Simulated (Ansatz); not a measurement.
# Quasiparticle gap of YPO4 (I4_1/amd)

How far does one-shot GW move the HSE06 gap of YPO4 (I4_1/amd)?

Main program and level: Ansatz 0.2.0; HSE06, then G0W0 on it, plane waves, PAW.

The database entry behind the starting cell differs from later determinations by our own check (impure mineral, about 0.2 % long), so it need not match the best structure at ambient conditions.

### 1. The structure

The structure is tetragonal, space group I4_1/amd (No. 141). Conventional cell: a = 6.895 Å, b = 6.895 Å, c = 6.028 Å, α = 90.00°, β = 90.00°, γ = 90.00°. Y has 8 O at 2.31 to 2.38 Å nearest. Nearest to P lie 4 O at 1.54 Å. O has 1 P at 1.54 Å and 2 Y at 2.31 to 2.38 Å nearest. Farther neighbours and most contacts between anions are not listed.

The cell and positions come from the Crystallography Open Database and are kept as given unless a step says otherwise. The default PAW set here is soft_2. Its files were made with PBE.

### 2. HSE06 levels on the mesh and at listed points

HSE06 mixes in a quarter of exact exchange at short range.

This step: DFT, HSE06, plane waves, PAW.

File input.yaml:

```yaml
crystal:
  lattice:
    - [-3.44735, 3.44735, 3.0138]
    - [3.44735, -3.44735, 3.0138]
    - [3.44735, 3.44735, -3.0138]
  atoms:
    - { symbol: "Y", position: [0.75, 0.25, 0.5] }
    - { symbol: "Y", position: [0.0, 0.0, 0.0] }
    - { symbol: P, position: [0.5, 0.5, 0.0] }
    - { symbol: P, position: [0.25, 0.75, 0.5] }
    - { symbol: O, position: [0.1661, 0.3408, 0.8253] }
    - { symbol: O, position: [0.0908, 0.7655, 0.6747] }
    - { symbol: O, position: [0.5155, 0.3408, 0.1747] }
    - { symbol: O, position: [0.0908, 0.4161, 0.3253] }
    - { symbol: O, position: [0.5839, 0.9092, 0.6747] }
    - { symbol: O, position: [0.6592, 0.8339, 0.1747] }
    - { symbol: O, position: [0.2345, 0.9092, 0.3253] }
    - { symbol: O, position: [0.6592, 0.4845, 0.8253] }
kpoints:
  mp_grid: { grid: [4, 4, 4] }
  band_path:
    path:
      - [0.0, 0.0, 0.0]
      - [0.0, 0.0, 0.5]
      - [-0.5, 0.5, 0.5]
      - [0.44107247, 0.44107247, -0.44107247]
      - [-0.44107247, 0.55892753, 0.44107247]
      - [0.25, 0.25, 0.25]
      - [0.0, 0.5, 0.0]
      - [0.0, 0.0, 0.35]
      - [0.0, 0.0, 0.1666666667]
    npoints: 1
hamiltonian:
  xc: hse06
scf:
  occupations: { method: fixed }
  n_extra_bands: 8
output:
  eigenvalues: true
```

Command:

```sh
$ ansatz run input.yaml --threads 24 --pin off --max-ram 82944MiB --backend cuda --events-out ev --progress --plain --runs-dir out --devices 1 --max-vram 78GiB
```

Numbers of over 12 decimals in the logs are rounded to 6 here.

Output:

```text
scf.n_extra_bands = 8 over 40 filled bands (N_el = 80.0): the run solves 48 bands
GPUs: using 1 of 1 available (devices: 1).
Engine: ansatz 0.2.0, aarch64-unknown-linux-gnu
Pseudopotentials: kind: paw
Pseudopotential: Y, paw, valence charge 11, recommended cutoff 420 eV (normal), Y.paw.azcp
Pseudopotential: P, paw, valence charge 5, recommended cutoff 420 eV (normal), P.paw.azcp
Pseudopotential: O, paw, valence charge 6, recommended cutoff 420 eV (normal), O.paw.azcp
Functional definition: HSE06
  parameter a = 0.25
  parameter omega = 0.11/bohr
  exchange = pbe_x - a*pbe_x_sr(omega) + a*exact_x_sr(omega)
  correlation = pbe_c
davidson cushion auto → on  (no smearing: the cushion is to keep the highest requested band from converging to the state above it; pin scf.eigensolver.cushion to override)
[...]
Crystal: 12 atoms, lattice volume = 143.267 Å³
Basis set: ecut = 420 eV, 2783 PW (Γ)
Bands: 48, of which v1, the nominal top of the filled ones, is band 40 counted from 1 (39 counted from 0)
Symmetry: 16 space group operations
Space group: I41/amd (ITA 141), of the structure as read, at distance tolerance 5.2e-5 Å
k-points: 13 of 64
Non-local potential: Y, projectors of the file, l = 0: 3, l = 1: 2, l = 2: 2, l = 3: 1
Non-local potential: P, projectors of the file, l = 0: 2, l = 1: 2, l = 2: 2
Non-local potential: O, projectors of the file, l = 0: 2, l = 1: 2, l = 2: 1
PAW form: soft (Blöchl's): semilocal exchange-correlation on the pseudo side does not see the compensation charge
PAW frozen core: Y, regenerated for the run's functional, and the local potential with it (the file was generated under x = pbe(κ = 0.804, μ = 0.219515), c = pbe(β = 0.066725))
PAW frozen core: P, regenerated for the run's functional, and the local potential with it (the file was generated under x = pbe(κ = 0.804, μ = 0.219515), c = pbe(β = 0.066725))
PAW frozen core: O, regenerated for the run's functional, and the local potential with it (the file was generated under x = pbe(κ = 0.804, μ = 0.219515), c = pbe(β = 0.066725))
PAW one-centre angular grid: Y, 590 points (default); XC on 64 Gauss nodes
PAW one-centre angular grid: P, 110 points (default); XC on 64 Gauss nodes
PAW one-centre angular grid: O, 110 points (default); XC on 96 Gauss nodes
Initial density: superposition of atomic densities (neutral atoms: chi_scale 0, normalization atom), corrected by the library's trained network
Initial wavefunctions: pseudopotential atomic-orbital guess
[...]
Functional: x = pbe(κ = 0.804, μ = 0.219515), c = pbe(β = 0.066725), warm-up for x = pbe(κ = 0.804, μ = 0.219515) + 0.25 (exact − pbe) at short range (hse, ω = 0.207870 Å⁻¹), c = pbe(β = 0.066725); HSE06 as pw.x's `hse` composes it (authors' and Libxc's form: `xc: wpbeh`)
SCF iter   1: F=—  HF=-13764.592263 eV  |F-HF|=—  |Δ(HF+E_count)|=         —  Δρ=1.82e-3  dr2=3.11e-3  ethr=1.77e-3  ⟨swp⟩=2.0  Hψ=4415  notcnv=0
preconditioner: auto → none  [insulator: Δε(μ)=6.030 eV  Ē_g=16.143 eV  n_scr=42 (ndim 8)  ℏωp=27.0 eV  f_vac=0.038]
SCF iter   2: F=-13764.595356 eV  HF=-13764.594667 eV  |F-HF|=6.88e-4  |Δ(HF+E_count)|=   2.40e-3  Δρ=9.62e-4  dr2=5.53e-4  ethr=3.88e-6  ⟨swp⟩=5.1  Hψ=2147  notcnv=0
SCF 1 stopped early in 2 iterations: F = -13764.595356 eV  dr2 = 5.53e-4
  greatest PAW one-centre occupation: 0.994 electrons in one spin orbital (limit 2), on the Y atom at site 1 (counted from 0), in its partial waves of l = 0
[...]
Exchange kernel: α = 0.2500, screened, ω = 0.2079 Å⁻¹, Wigner–Seitz truncation, v(0) = 1046.4921 eV·Å³, q-mesh 4×4×4, nearest image of the exchange supercell L = 22.93 Å, pair-density grid 24×24×24, without the augmentation charges, whose exchange is taken in its separable form by FFT convolution over the k-point mesh (sized by the pseudopotential files, 32×36×36 at the most), smooth part of the exact exchange by density-matrix convolution in up to 3.87 GiB of GPU memory as planned if the GPU has room (build and FFT work areas not counted)
Frozen-core exchange: fock
SCF iter   1: F=—  HF=-13770.119766 eV  |F-HF|=—  |Δ(HF+E_count)|=         —  Δρ=8.36e-3  dr2=9.91e-2  ethr=6.92e-6  ⟨swp⟩=6.7  Hψ=3127  notcnv=0
preconditioner: auto → none  [insulator: Δε(μ)=8.032 eV  Ē_g=18.713 eV  n_scr=42 (ndim 8)  ℏωp=27.0 eV  f_vac=0.039]
SCF iter   2: F=—  HF=-13770.084877 eV  |F-HF|=—  |Δ(HF+E_count)|=   3.49e-2  Δρ=4.87e-3  dr2=1.34e-2  ethr=6.92e-6  ⟨swp⟩=4.6  Hψ=2397  notcnv=0
[...]
SCF iter   6: F=-13770.114180 eV  HF=-13770.114191 eV  |F-HF|=1.19e-5  |Δ(HF+E_count)|=   5.59e-5  Δρ=1.01e-4  dr2=1.68e-5  ethr=2.24e-7  ⟨swp⟩=3.4  Hψ=1803  notcnv=0
SCF 2 stopped early in 6 iterations: F = -13770.114180 eV  dr2 = 1.68e-5
  greatest PAW one-centre occupation: 0.995 electrons in one spin orbital (limit 2), on the Y atom at site 1 (counted from 0), in its partial waves of l = 0
hybrid outer 1: dexx = +3.839e-2 eV, tail = 7.80e-5 eV
[...]
Exchange kernel: α = 0.2500, screened, ω = 0.2079 Å⁻¹, Wigner–Seitz truncation, v(0) = 1046.4921 eV·Å³, q-mesh 4×4×4, nearest image of the exchange supercell L = 22.93 Å, pair-density grid 24×24×24, without the augmentation charges, whose exchange is taken in its separable form by FFT convolution over the k-point mesh (sized by the pseudopotential files, 32×36×36 at the most), smooth part of the exact exchange by density-matrix convolution in up to 3.87 GiB of GPU memory as planned if the GPU has room (build and FFT work areas not counted)
Frozen-core exchange: fock
SCF iter   1: F=—  HF=-13770.114365 eV  |F-HF|=—  |Δ(HF+E_count)|=         —  Δρ=7.15e-5  dr2=2.56e-6  ethr=4.88e-7  ⟨swp⟩=3.5  Hψ=1452  notcnv=0
[...]
SCF iter   2: F=—  HF=-13770.114366 eV  |F-HF|=—  |Δ(HF+E_count)|=   7.84e-7  Δρ=3.23e-5  dr2=8.68e-7  ethr=2.93e-9  ⟨swp⟩=4.2  Hψ=2238  notcnv=0
iter 3 solved again at ethr=3.45e-11 eV; its pass at ethr=8.22e-10 eV (dr2=2.76e-8 eV) is discarded
SCF iter   3: F=—  HF=-13770.114366 eV  |F-HF|=—  |Δ(HF+E_count)|=   2.10e-7  Δρ=7.85e-6  dr2=1.60e-7  ethr=3.45e-11  ⟨swp⟩=3.0  Hψ=3099  notcnv=0
SCF iter   4: F=—  HF=-13770.114367 eV  |F-HF|=—  |Δ(HF+E_count)|=   1.54e-6  Δρ=1.62e-5  dr2=3.38e-7  ethr=3.39e-11  ⟨swp⟩=6.7  Hψ=2623  notcnv=0  defer=5
SCF iter   5: F=-13770.114367 eV  HF=-13770.114367 eV  |F-HF|=6.17e-9  |Δ(HF+E_count)|=   1.12e-7  Δρ=2.64e-6  dr2=1.01e-8  ethr=3.39e-11  ⟨swp⟩=4.0  Hψ=2353  notcnv=0
SCF 3 converged in 5 iterations: F = -13770.114367 eV  dr2 = 1.01e-8
hybrid outer 2: dexx = +1.784e-6 eV, tail = 3.60e-8 eV, Δε = 1.72e-3 eV (about 4.26e-5 eV left of the loop's levels)
[...]
NSCF: frozen V_eff on 9 k-points
hybrid SCF converged: 2 outer / 11 inner (+2 warm-up), last move |dexx| = 1.78e-6 eV, tail = 3.60e-8 eV
Stability not checked: this state was not tested for a lower state beside it, because the functional holds exact exchange (a hybrid, or Hartree-Fock), whose exchange loop this test does not read (fock_operator; see scf.lower_state_search)
Free energy (F): -13770.114367 eV
Frozen-core exchange: fock
Harris-Foulkes:  -13770.114367 eV  (|F-HF|=6.17e-9)
Internal energy: -13770.114367 eV  (E = F + TS)
E sigma→0 (E₀):  -13770.114367 eV
Fermi energy:    5.522927 eV
--- Per-component energies (eV) ---
  E_band       = -445.781241
  E_kinetic    = 2200.640458
  E_local      = -4253.770236  (includes V_loc(G=0)·N_el)
  E_nonlocal   = 533.468437
  E_hartree    = 1464.177912
  E_xc         = -859.383635
  E_vxc        = -1024.968580  (∫ρ·V_xc dr)
  E_exx        = -231.030902  (= α·E_x^exact, valence–valence)
  E_paw        = -8045.209267  (= ΣΔE_a)
  E_vpaw       = -367.461864  (= ΣTr[D̂ρ^β])
  E_aug_tail   = 0.020076  (compensation charges beyond the density's cutoff)
  E_ewald      = -4577.901437
  E_core_change = -1.125773  (= ΣΔE_core)
  E_smearing   = -0.000000  (= −TS)
  E_closure    = 0.000000  (closes the sum)
  Σ components = -13770.114367   (vs F -13770.114367, Δ=0.00e0)
--- Band table (eV; the first three rows and the last of 13) ---
  k-point 0: bands = [... 36 lower, 4.9847, 5.0206, 5.0206, 5.5229, 13.5732, 13.6153, 14.5245, 14.7287, ... 4 higher]
  k-point 1: bands = [... 36 lower, 4.9397, 4.9666, 4.9897, 5.3338, 13.3941, 13.9797, 14.2326, 14.5673, ... 4 higher]
  k-point 2: bands = [... 36 lower, 4.7580, 4.7580, 5.0422, 5.0422, 13.4669, 13.4669, 14.5354, 14.5354, ... 4 higher]
  k-point 12: bands = [... 36 lower, 4.4844, 4.4844, 4.8195, 4.8195, 14.2270, 14.2270, 14.7811, 14.7811, ... 4 higher]
```

Run time: 7.5 s. Hardware: 1 × NVIDIA GB200 (shared by 2 runs) with 24 threads of Arm Neoverse V2, shared host; peak memory 1.5 GiB.

This step gave:

```yaml
gap: 7.829 eV
valence_top_at: Γ
conduction_bottom_at: k = (0.000, 0.000, 0.350)
least_direct_gap: 8.049 eV
exact_exchange_fraction: 0.25
```

Over mesh and listed points the gap is 7.829 eV, from k = Γ to k = (0.000, 0.000, 0.350). The least direct gap found is 8.049 eV, at k = (0.000, 0.000, 0.167). On the 4×4×4 mesh alone the same run gives 7.871 eV, so that mesh misses an edge of HSE06: 7.871 − 7.829 = +0.042 eV.

[end of part 1 of 2]

[Paths, hosts, dates, memory and timing lines, banners, echoed tables and standing remarks are left out of the program output.]

[Logs are printed without paths, hosts, clocks, repeated set-up lines and the standing remarks that a program may print on its own settings, such as how far it seeks lower states.]

[Runs of the session that timed out or met a known fault of the program may be left out.]

[Cells called generated may have been cut or substituted from an entry of the Crystallography Open Database or the Materials Project.]

[Hosts, paths, dates, database ids (printed as entryN), source tags and the programs' standing remarks are cut or masked in the printed files.]

[Where an RPA ε∞ is given, it is that of the G0W0 mesh and is not shown converged in it. Names of k-points follow the symmetry that the program found, which can be lower than the space group named. Band edges on a path are those of the sampled points; other points can move an edge, and change direct to indirect where valleys lie close.]

[Hybrid gaps are those of their k-mesh and are not shown converged in it.]
